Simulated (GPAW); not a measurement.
## SrLi2SnS4 (I-42m): G0W0 with GPAW, start to end

Wanted: ground state, empty states, screening and self-energy for SrLi2SnS4 (I-42m).

Calculated with GPAW 26.7.0; PBE and many-body steps on it, plane waves.

Report form: inputs, costs, results and the conclusion, without the logs.

### 1. The starting structure

It takes space group I-42m (No. 121, tetragonal). The conventional cell has a = 6.659 Å, b = 6.659 Å, c = 7.918 Å, α = 90.00°, β = 90.00°, γ = 90.00°. Nearest to Li lie 4 S at 2.47 Å. Nearest to Sr lie 8 S at 3.08 to 3.25 Å. Nearest to Sn lie 4 S at 2.37 Å. Nearest to S lie 1 Sn at 2.37 Å and 2 Li at 2.47 Å and 2 Sr at 3.08 to 3.25 Å. Farther neighbours, and contacts between anions beyond the nearest, are not listed.

As a file:

```
Li Sr Sn S
1.0
    -3.32950    3.32950    3.95900
     3.32950   -3.32950    3.95900
     3.32950    3.32950   -3.95900
Li Sr Sn S
2 1 1 4
Direct
  0.25000 0.75000 0.50000
  0.75000 0.25000 0.50000
  0.50000 0.50000 0.00000
  0.00000 0.00000 0.00000
  0.03526 0.03526 0.41320
  0.96474 0.37794 0.00000
  0.62206 0.62206 0.58680
  0.37794 0.96474 0.00000
```

The cell and positions come from the Crystallography Open Database and are kept as given unless a step says otherwise.

### 2. Ground state

This step: GPAW 26.7.0; DFT, PBE, plane waves, PAW.

The ground-state density comes first.

File run.py:

```python
import json
import numpy as np
from gpaw.mpi import world
from ase import Atoms
from gpaw import GPAW, PW, FermiDirac

atoms = Atoms(['Li', 'Li', 'Sr', 'Sn', 'S', 'S', 'S', 'S'],
    cell=[[-3.3295000000, 3.3295000000, 3.9590000000],
      [3.3295000000, -3.3295000000, 3.9590000000],
      [3.3295000000, 3.3295000000, -3.9590000000]],
    scaled_positions=[[0.2500000000, 0.7500000000, 0.5000000000],
      [0.7500000000, 0.2500000000, 0.5000000000],
      [0.5000000000, 0.5000000000, 0.0000000000],
      [0.0000000000, 0.0000000000, 0.0000000000],
      [0.0352600000, 0.0352600000, 0.4132000000],
      [0.9647400000, 0.3779400000, 0.0000000000],
      [0.6220600000, 0.6220600000, 0.5868000000],
      [0.3779400000, 0.9647400000, 0.0000000000]],
    pbc=(True, True, True))
calc = GPAW(mode=PW(600),
    xc='PBE',
    kpts={'size': (6, 6, 6), 'gamma': True},
    occupations=FermiDirac(0.001),
    nbands=-10,
    convergence={'density': 1e-6, 'bands': -3},
    maxiter=100,
    txt='gs.txt')
atoms.calc = calc
res = {'energy': atoms.get_potential_energy()}
kpts = calc.get_ibz_k_points()
res['kpts'] = kpts
res['eigenvalues'] = [calc.get_eigenvalues(kpt=k) for k in range(len(kpts))]
res['n_electrons'] = calc.get_number_of_electrons()
calc.write('gs.gpw')

if world.rank == 0:
    with open('result.json', 'w') as f:
        json.dump(res, f, default=lambda x: x.tolist())
```

Started as:

```console
> mpirun -n 4 gpaw python run.py
```

The job ended after 75 s (4 MPI ranks of Arm Neoverse V2, shared host; peak memory 1.1 GiB; 5 min of CPU time).

Read from the output:

| Quantity | Value |
| --- | --- |
| total energy | -35.80 eV |
| gap | 2.682 eV |
| k of the valence top | 0.5, 0.5, 0.5 |
| k of the conduction bottom | 0.5, 0.5, 0.5 |
| least direct gap | 2.682 eV |

The gap is direct, at (0.500, 0.500, 0.500).

### 3. Empty states on the mesh, 2×2×2 mesh, 408 bands

The sums over transitions need many empty states on a uniform mesh; this step solves for them.

File run.py:

```python
import json
import numpy as np
from gpaw.mpi import world
from gpaw import GPAW

calc = GPAW('gs.gpw').fixed_density(kpts={'size': (2, 2, 2), 'gamma': True},
    nbands=476,
    convergence={'bands': 408},
    txt='nscf.txt')
calc.write('full.gpw', mode='all')
res = {}
kpts = calc.get_ibz_k_points()
res['kpts'] = kpts
res['eigenvalues'] = [calc.get_eigenvalues(kpt=k) for k in range(len(kpts))]
res['n_electrons'] = calc.get_number_of_electrons()

if world.rank == 0:
    with open('result.json', 'w') as f:
        json.dump(res, f, default=lambda x: x.tolist())
```

Started as:

```console
> mpirun -n 4 gpaw python run.py
```

Elapsed: 2.9 min, on 4 MPI ranks; peak memory 1.7 GiB; 11 min of CPU time.

Numbers from this step:

| Item | Value |
| --- | --- |
| gap | 2.682 eV |
| k of the valence top | 0.5, 0.5, 0.5 |
| k of the conduction bottom | 0.5, 0.5, 0.5 |
| least direct gap | 2.682 eV |
| k points computed | 4 |
| lowest point of the top converged band, above the valence top | 88.0679 eV |

On this mesh the gap is 2.682 eV.

### 4. Screening and self-energy, 2×2×2 mesh, 185 bands, screening to 60 eV

Now the one-shot GW correction: screening in the RPA, then the self-energy of the levels asked for.

This step: G0W0 on PBE, plane waves, PAW.

File run.py:

```python
import json
import numpy as np
from gpaw.mpi import world
from gpaw.response.g0w0 import G0W0

gw = G0W0('full.gpw',
    filename='gw',
    kpts=[0, 3],
    bands=(23, 27),
    ecut=60,
    nbands=185,
    integrate_gamma='WS',
    ppa=True)
gw.calculate()
res = {mode: {k: v for k, v in r.items() if k != 'sigma_eskwn'}
       for mode, r in gw.all_results.items()}

if world.rank == 0:
    with open('result.json', 'w') as f:
        json.dump(res, f, default=lambda x: x.tolist())
```

Started as:

```console
> mpirun -n 4 gpaw python run.py
```

Elapsed: 30 s, on 4 MPI ranks; peak memory 2 GiB; 2 min of CPU time.

Read from the output:

- G0W0 gap on the mesh: 4.117 eV
- least direct G0W0 gap on the computed points: 4.221 eV
- Z at the valence top: 0.7855
- Z at the conduction bottom: 0.8099
- starting gap on the mesh: 2.682 eV
- k of the valence top: 0.5, 0.5, 0.5
- k of the conduction bottom: 0, 0, 0

The gap on the mesh goes from 2.68 eV to 4.12 eV, a correction of +1.44 eV.

Limits: finite bands, cutoff and mesh; no spin-orbit coupling; coarse k mesh. v1 is the top filled band, c1 the lowest empty one. The levels before and after the correction (eV, zero at the valence-band top of each column):

```
           conduction bottom  valence top
Kohn-Sham               2.68         0.00
     G0W0               4.12         0.00
```

```
                      level  energy (eV)
Kohn-Sham           Γ v2-v1       -0.380
Kohn-Sham              Γ c1        2.689
Kohn-Sham              Γ c2        3.944
Kohn-Sham  (0.5 0.5 0.5) v2       -0.480
Kohn-Sham  (0.5 0.5 0.5) v1        0.000
Kohn-Sham  (0.5 0.5 0.5) c1        2.682
Kohn-Sham  (0.5 0.5 0.5) c2        4.157
     G0W0           Γ v2-v1       -0.356
     G0W0              Γ c1        4.117
     G0W0              Γ c2        5.143
     G0W0  (0.5 0.5 0.5) v2       -0.525
     G0W0  (0.5 0.5 0.5) v1        0.000
     G0W0  (0.5 0.5 0.5) c1        4.221
     G0W0  (0.5 0.5 0.5) c2        5.390
```

### 5. Where the time went

Times are wall times on 4 MPI ranks of Arm Neoverse V2, shared host, good to a factor of about two.

```
                     step     time  share  memory (GiB)
             ground state     75 s   27 %           1.1
 empty states on the mesh  2.9 min   62 %           1.7
screening and self-energy     30 s   11 %           2.0
```

### 6. Results

| Quantity | Value |
| --- | --- |
| PBE gap | 2.68 eV, direct |
| G0W0 gap on the mesh | 4.12 eV |
| GW settings | 2×2×2 mesh, 185 bands, screening to 60 eV, Godby-Needs plasmon pole |
| known limits | short of the basis limit; no spin-orbit coupling; coarse k mesh |

What this shows: G0W0 moves the gap on the mesh from 2.68 eV to 4.12 eV (+1.44 eV), with Z of 0.79 and 0.81 at the edges. G0W0 makes the gap indirect: the least direct gap computed is 4.22 eV. The dearest step here is «empty states on the mesh». Bands and cutoff are finite, so the gap stands short of the basis limit, usually by up to a few tenths of an eV; the mesh is an error of its own. The 2×2×2 mesh is coarse for this cell, which bears on the long-range parts of exchange and screening. The many-body steps are scalar-relativistic: spin-orbit coupling is not in them.

[Long decimals in the printed logs are rounded to 6 places.]

[Logs are printed without paths, hosts, clocks, repeated set-up lines and the standing remarks that a program may print on its own settings, such as how far it seeks lower states.]

[Paths, hosts, dates, memory and timing lines, banners, echoed tables and standing remarks are left out of the program output; an Ansatz launch command may be rebuilt from the run's recorded settings. Measured values are a selection of at most five: reports struck by readers or far from the other reports are left out. None is set beside runs whose start may be inverted or whose files or cutoffs have a known fault.]

[Runs of the session that timed out or met a known fault of the program may be left out.]

[Hosts, paths, dates, database ids (printed as entryN), source tags and the programs' standing remarks are cut or masked in the printed files.]

[Where the starting crystal was built by hand or by swapping elements, it need not be the compound's stable phase.]
